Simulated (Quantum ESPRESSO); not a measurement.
# Gap and tunnelling decay at a withheld lattice constant: RbSrBr3, cubic perovskite type

**Set-up.** Quantum ESPRESSO 7.5 (pw.x, pwcond.x with ikind = 0), PBE, GBRV ultrasoft, cubic crystals. κ is the slowest decay along [001] at mid-gap among three points across the current.

| a (Å) | gap on the mesh (eV) | κ (1/Å) |
| --- | --- | --- |
| 5.641 | 4.172 | 0.285 |
| 5.821 | 4.022 | 0.292 |
| 6.001 | 3.873 | 0.296 |
| 6.361 | 3.578 | 0.301 |

**Question.** What are gap and κ at a = 6.181 Å?

**Fit.** A line through the rows at 6.001 and 6.361 Å gives a gap of 3.873 + 0.500 × (3.578 − 3.873) = 3.73 eV and κ = 0.298 1/Å. The two-band model κ = 0.5123 √(m* E_g/4) needs m* = 0.345 at 6.001 Å; with that mass and the new gap, κ = 0.290 1/Å.

What the calculation gave: The gap is 3.726 eV and κ = 0.300 1/Å. The line misses the gap by 0.000 eV and κ by −0.5 %; the two-band estimate misses κ by −3.2 %.

**Limits.** The structure type is imposed. Local and semilocal gaps and decay constants are too small; no spin-orbit coupling. For an indirect gap m* is a fitting number alone.
